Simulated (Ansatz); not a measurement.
# What HfO2 (model cell, started as fluorite) distorts into, part 3 of 3

Which phase does HfO2 (model cell, started as fluorite) fall into along its unstable mode, and how much energy does it gain?

Ansatz 0.2.0; DFT LDA, scalar-relativistic, plane waves, PAW; PAW set soft_1.

So far. Step 5 (Energy along the mode, all amplitudes (two of the runs …): The lowest of the steps tried is at 0.22 Å, 16.0 meV/atom below the parent; the bottom of the well need not coincide with a step. Step 7 (The new phase in its own primitive cell): The largest force component left is 0.23 meV/Å and the pressure is 0.008 GPa, within the tolerances set. The cell now holds 10.64 Å³/atom. The relaxed cell has a = 3.537, c = 5.103 Å (conventional setting).

### 8. Modes of the new phase, k-mesh 6×6×6

A relaxed structure may still be a saddle point, so its zone-centre modes are computed. The response to a homogeneous field gives the Born charges and the dielectric tensor.

Contents of input.yaml:

```yaml
crystal:
  lattice:
    - [3.5373927002, 0.0, 0.0]
    - [0.0, 3.5373927002, 0.0]
    - [0.0, 0.0, 5.1033832662]
  atoms:
    - { symbol: Hf, position: [0.5, 0.5, 0.5] }
    - { symbol: Hf, position: [0.0, 0.0, 0.0] }
    - { symbol: O, position: [0.0, 0.5, 0.796407048] }
    - { symbol: O, position: [0.5, 0.0, 0.203592952] }
    - { symbol: O, position: [0.0, 0.5, 0.296407048] }
    - { symbol: O, position: [0.5, 0.0, 0.703592952] }
kpoints:
  mp_grid: { grid: [6, 6, 6] }
hamiltonian:
  xc: lda
  pseudopotentials: { kind: paw, azcp: { folder: soft_1 }, xc_functional: pbe }
scf:
  occupations: { method: fixed }
output:
  eigenvalues: true
phonons:
  method: dfpt
  dielectric: true
  rigid_motions: translations
```

The run is started by

```
> ansatz run input.yaml --threads 8 --pin off --max-ram 16384MiB --backend cpu --events-out ev --progress --plain --runs-dir out
```

Numbers of over 12 decimals in the logs are rounded to 6 here.

Output:

```text
[...]
Crystal: 6 atoms, lattice volume = 63.859 Å³
Basis set: ecut = 420 eV, 1253 PW (Γ), exchange–correlation on 48×48×72 points (8 copies of the dense FFT grid, shifted against one another)
Bands: 46, of which v1, the nominal top of the filled ones, is band 38 counted from 1 (37 counted from 0)
Symmetry: 16 space group operations
k-points: 112 of 216 (irreducible under 1 space group operation, time reversal used)
[...]
SCF iter   1: F=—  HF=-33188.897759 eV  |F-HF|=—  |Δ(HF+E_count)|=         —  Δρ=9.27e-2  dr2=4.30e0  ethr=3.10e-3  ⟨swp⟩=4.4  Hψ=14369  notcnv=0  defer=483
[...]
SCF iter  11: F=-33187.371493 eV  HF=-33187.371493 eV  |F-HF|=1.46e-11  |Δ(HF+E_count)|=  1.31e-10  Δρ=1.44e-7  dr2=8.59e-12  ethr=1.00e-12  ⟨swp⟩=15.2  Hψ=36134  notcnv=0
SCF 1 converged in 11 iterations: F = -33187.371493 eV  dr2 = 8.59e-12
[...]
DFPT response loops at Γ: preconditioner auto → Resta (q_TF=auto, 2.809 Å⁻¹)  ε∞=3.7 (no band partly filled); β = 1.00, the filter's whole step (`scf.mixing.beta` (0.50) is not read by the response loops at its default; to damp them type it under 1.00, their step now; it binds the ground state too); Broyden in place of MSR1
── the response to a field inside a basis, on 6×6×6 k-points: an SCF that follows is theirs, and a resumed run solves both again ──
Bands: 39, of which v1, the nominal top of the filled ones, is band 38 counted from 1 (37 counted from 0)
k-points: 18 of 216
[...]
Eigensolver: Dense (18 Hₖ)
SCF iter   1: F=—  HF=-33187.318088 eV  |F-HF|=—  |Δ(HF+E_count)|=         —  Δρ=4.54e-4  dr2=2.77e-5  ethr=1.00e-1
[...]
SCF iter   5: F=-33187.318078 eV  HF=-33187.318078 eV  |F-HF|=5.47e-9  |Δ(HF+E_count)|=   1.59e-8  Δρ=6.19e-6  dr2=1.62e-8  ethr=7.74e-11
SCF 1 converged in 5 iterations: F = -33187.318078 eV  dr2 = 1.62e-8
[...]
DFPT response loops at Γ: preconditioner auto → none (the input reference at scf.mixing.eps_inf says where Resta's filter doesn't serve); β = 0.50; Broyden in place of MSR1
SCF converged after 11 iterations
Free energy (F): -33187.371493 eV
[...]
Internal energy: -33187.371493 eV  (E = F + TS)
E sigma→0 (E₀):  -33187.371493 eV
Fermi energy:    14.134694 eV
[...]
--- Band table (eV; the first three rows and the last of 112) ---
  k-point 0: bands = [... 34 lower, 13.5840, 13.9904, 14.0007, 14.0007, 18.6199, 18.6704, 19.8092, 20.2494, ... 4 higher]
  k-point 1: bands = [... 34 lower, 13.0511, 13.5787, 14.0204, 14.0204, 18.7578, 18.7783, 19.8271, 20.1185, ... 4 higher]
  k-point 2: bands = [... 34 lower, 13.3805, 13.3805, 14.0579, 14.0579, 19.0068, 19.1857, 19.7850, 19.8413, ... 4 higher]
  k-point 111: bands = [... 34 lower, 12.7047, 12.7047, 14.1347, 14.1347, 20.0042, 20.0042, 20.1874, 20.1874, ... 4 higher]
--- Phonons (Γ-DFPT): 5 representative perturbations + reference, on 112 of 216 k-points (Σ response iterations 22) ---
  k mesh reduced under 1 symmetry operation, with k and −k counted as one. Each operation leaves every solved perturbation unchanged. A smaller set is not considered because the run solves the response to a homogeneous field
  ASR residual: 8.302e-5 → 0.000e0 eV/Å²; symmetrization residual: 1.537e-5 eV/Å²
  ASR residual per site (eV/Å²): 4.17e-5 4.17e-5 8.30e-5 8.30e-5 8.30e-5 8.30e-5
  Γ frequencies (cm⁻¹): 0.00 0.00 0.00 102.39 102.39 104.63 104.63 232.52 293.17 323.02 459.81 459.81 465.27 465.27 605.84 669.93 676.21 676.21
  ε∞ (high-frequency dielectric tensor):
        5.373347     0.000000     0.000000
        0.000000     5.373347     0.000000
        0.000000     0.000000     4.898523
  ε⁰ (static dielectric tensor: ions relaxed, cell fixed):
       76.179659     0.000000    -0.000000
        0.000000    76.179659    -0.000000
       -0.000000    -0.000000    18.068270
  ε⁰ − ε∞ (ionic part):
       70.806311     0.000000    -0.000000
        0.000000    70.806311    -0.000000
       -0.000000    -0.000000    13.169747
  softest optical mode at Γ: 102.39 cm⁻¹; the repairs (sum rule, projections) moved no ω² at Γ by more than (2.47 cm⁻¹)²
  Born effective charges Z* (e; rows j = field, columns β = displacement):
    site 0:
         5.56788    0.00000    0.00000
         0.00000    5.56788   -0.00000
        -0.00000    0.00000    4.91878
    site 1:
         5.56788    0.00000    0.00000
         0.00000    5.56788   -0.00000
         0.00000    0.00000    4.91878
    site 2:
        -2.15667   -0.00000   -0.00000
        -0.00000   -3.41121    0.00000
         0.00000    0.00000   -2.45939
    site 3:
        -3.41121    0.00000   -0.00000
         0.00000   -2.15667    0.00000
        -0.00000    0.00000   -2.45939
    site 4:
        -3.41121    0.00000    0.00000
         0.00000   -2.15667    0.00000
         0.00000    0.00000   -2.45939
    site 5:
        -2.15667   -0.00000    0.00000
        -0.00000   -3.41121    0.00000
        -0.00000   -0.00000   -2.45939
  Z* charge neutrality: 1.043e-3 e pre-enforcement
  solved inside a basis spanned on kpoints, on 6×6×6 k-points, its susceptibility summed on 10×10×8: ε∞ is read to err by 1.4e-2, Z* by 2.7e-2 e (field_mesh: kpoints solves on kpoints); Z* is corrected for what the basis lacks
  optical modes at Γ without the LO–TO term, one row a degenerate level:
      ω (cm⁻¹)  modes    IR ((D/Å)²/amu)
        102.39      2            41.1193
        104.63      2             0.0000
        232.52      1             0.0000
        293.17      1             0.0000
        323.02      1            41.1432
        459.81      2             0.0000
        465.27      2            68.8572
        605.84      1             0.0000
        669.93      1             0.0000
        676.21      2             0.0000
  optical modes at Γ + LO–TO along q̂ = [1.0000, 0.0000, 0.0000]:
      ω (cm⁻¹)  modes    IR ((D/Å)²/amu)
        102.39      1            20.5596
        104.63      2             0.0000
        232.52      1             0.0000
[...]
optical modes at Γ + LO–TO along q̂ = [0.0000, 1.0000, 0.0000]:
      ω (cm⁻¹)  modes    IR ((D/Å)²/amu)
[...]
676.21      2             0.0000
        710.66      1            52.0240
  optical modes at Γ + LO–TO along q̂ = [0.0000, 0.0000, 1.0000]:
      ω (cm⁻¹)  modes    IR ((D/Å)²/amu)
        102.39      2            41.1193
        104.63      2             0.0000
        232.52      1             0.0000
        293.17      1             0.0000
        459.81      2             0.0000
        465.27      2            68.8572
        605.84      1             0.0000
        620.37      1            41.1432
        669.93      1             0.0000
        676.21      2             0.0000
```

Wall time 68 s (8 threads of Intel Xeon at 2.70GHz, shared host); peak memory 1.7 GiB; 6.7 min of CPU time.

Numbers from this step:

```
sum-rule residual before enforcement                    : 8.30e-5 eV/Å²
miss of the charge sum rule                             : 0.001043 e
estimated error of the dielectric tensor                : 0.01440
estimated error of the Born charges                     : 0.02695 e
point group                                             : 4/mmm
highest optical mode at the zone centre (no LO-TO term) : 676.2 cm⁻¹
lowest optical zone-centre mode                         : 102.4 cm⁻¹
mean high-frequency dielectric constant                 : 5.215
largest Born charge (third of the trace)                : 5.352 e
mean static dielectric constant                         : 56.81
top of the zone-centre spectrum with the field          : 710.7 cm⁻¹
```

Without the LO-TO term. Patterns of degenerate modes are one choice out of their space. Modes at Γ, with each element's share of the kinetic energy:

```
mode  frequency (cm⁻¹)  symmetry  Hf %  O %
   1               0.0  acoustic    85   15
   2               0.0  acoustic    85   15
   3               0.0  acoustic    85   15
   4             102.4        Eu     9   91
   5             102.4        Eu     9   91
   6             104.6        Eg    98    2
   7             104.6        Eg    98    2
   8             232.5       B1g    97    3
   9             293.2       A1g     0  100
  10             323.0       A2u    15   85
  11             459.8        Eg     0  100
  12             459.8        Eg     0  100
  13             465.3        Eu     6   94
  14             465.3        Eu     6   94
  15             605.8       B1g     3   97
  16             669.9       B2u     0  100
  17             676.2        Eg     1   99
  18             676.2        Eg     1   99
```

Displacements in mode 5 (102.4 cm⁻¹), the largest set to 1:
```
Hf1  0.00 -0.09  0.00
Hf2  0.00 -0.09  0.00
O3   0.02  0.04  0.00
O4   0.00  1.00  0.00
O5   0.00  1.00  0.00
O6   0.02  0.04  0.00
```

Displacements in mode 10 (323.0 cm⁻¹), the largest set to 1:
```
Hf1  0.00  0.00 -0.18
Hf2  0.00  0.00 -0.18
O3   0.00  0.00  1.00
O4   0.00  0.00  1.00
O5   0.00  0.00  1.00
O6   0.00  0.00  1.00
```

Optical modes at the zone centre, without and with the macroscopic field of the longitudinal modes; each column is sorted by frequency, so a row need not hold one and the same mode. Modes with and without the field, by row:

```
rank among optical modes  no field (cm⁻¹)  q along (1, 0, 0) (cm⁻¹)  q along (0, 0, 1) (cm⁻¹)
                       1            102.4                     102.4                     102.4
                       2            102.4                     104.6                     102.4
                       3            104.6                     104.6                     104.6
                       4            104.6                     232.5                     104.6
                       5            232.5                     252.4                     232.5
                       6            293.2                     293.2                     293.2
                       7              323                       323                     459.8
                       8            459.8                     459.8                     459.8
                       9            459.8                     459.8                     465.3
                      10            465.3                     465.3                     465.3
                      11            465.3                     605.8                     605.8
                      12            605.8                     669.9                     620.4
                      13            669.9                     676.2                     669.9
                      14            676.2                     676.2                     676.2
                      15            676.2                     710.7                     676.2
```

Born charge (rows field, columns displacement) (e), principal values of the symmetric part by kind of site:

```
atom  atoms with these values    low  middle   high   mean
 Hf1                        2   4.92    5.57   5.57   5.35
  O3                        4  -3.41   -2.46  -2.16  -2.68
```

In full for Hf1:

```
5.57 0.00 0.00
0.00 5.57 0.00
0.00 0.00 4.92
```

High-frequency dielectric tensor:

```
5.37 0.00 0.00
0.00 5.37 0.00
0.00 0.00 4.90
```

Static dielectric tensor (ions relaxed, fixed cell):

```
76.18  0.00  0.00
 0.00 76.18  0.00
 0.00  0.00 18.07
```

Transverse modes. Lines of the infrared spectrum (strongest = 100):

```
position (cm⁻¹)  label  relative intensity
            102     Eu                  60
            105     Eg                 0.0
            232    B1g                 0.0
            293    A1g                 0.0
            323    A2u                  60
            460     Eg                 0.0
            465     Eu                 100
            606    B1g                 0.0
            670    B2u                 0.0
            676     Eg                 0.0
```

Before it was imposed, the acoustic sum rule was missed by 8.3e-5 eV/Å² and the charge sum rule by 0.0010 e. Small misses are needed for a sound result but don't prove that mesh and cutoff are converged. The lowest optical mode is real, 102 cm⁻¹.

### 9. The phases reached

The phases reached along the modes that were followed are set side by side.

Energies are those of the first relaxation, on the mesh of the frozen mode; space group, volume and gap are those of the last relaxation. Phases, by row:

```
                mode frozen in  space group  energy from parent (meV/atom)  volume (Å³/atom)  gap on mesh (eV)  lowest zone-centre optical mode (cm⁻¹)  largest shift (Å)
                        parent        Fm-3m                              0             10.43             3.661                                       –                  –
q = (0, -0.5, -0.5), 218i cm⁻¹     P4_2/nmc                         -21.88             10.64             4.485                                   102.4              0.237
```

### 10. What came out

```json
{
 "unstable mode of the parent": "q = (0, -0.5, -0.5), 218i cm⁻¹",
 "depth at the lowest point sampled": "16.0 meV/atom",
 "largest atomic shift at that point": "0.22 Å",
 "space group reached (within 0.01 Å)": "P4_2/nmc",
 "energy gained over the parent (first relaxation, on the mesh of the frozen mode)": "21.9 meV/atom",
 "volume per atom, phase reached": "10.6 Å³",
 "gap on the k-mesh, phase reached": "4.49 eV",
 "lowest optical zone-centre mode, phase reached": "102 cm⁻¹",
 "highest optical mode at the zone centre (no LO-TO term), phase reached": "676 cm⁻¹"
}
```

**Reading.** Along this mode the structure falls into P4_2/nmc, 21.9 meV/atom below the parent. At the parent's cell the well is 16.02 meV/atom deep on the steps tried, with its lowest point at a shift of 0.22 Å. Relaxing atoms and cell changes the gain by +5.85 meV/atom against the lowest step (energies at zero smearing). The new phase has no imaginary mode at the zone centre of its cell; other wavevectors were not checked. Each path keeps the symmetry of its pattern, so a lower phase may lie along a pattern not tried. The program warns that the interpolation holds no quadrupole term, so branches close to Γ can be off in this crystal. Spin-orbit coupling is left out, which can matter for the heavy elements here. The PAW files were made for PBE and serve the other functionals too. The starting cell was built on a prototype and not taken from a measurement, so the phase need not exist.

[Logs are printed without paths, hosts, clocks, repeated set-up lines and the standing remarks that a program may print on its own settings, such as how far it seeks lower states.]

[Hosts, paths, dates, database ids (printed as entryN), source tags and the programs' standing remarks are cut or masked in the printed files.]
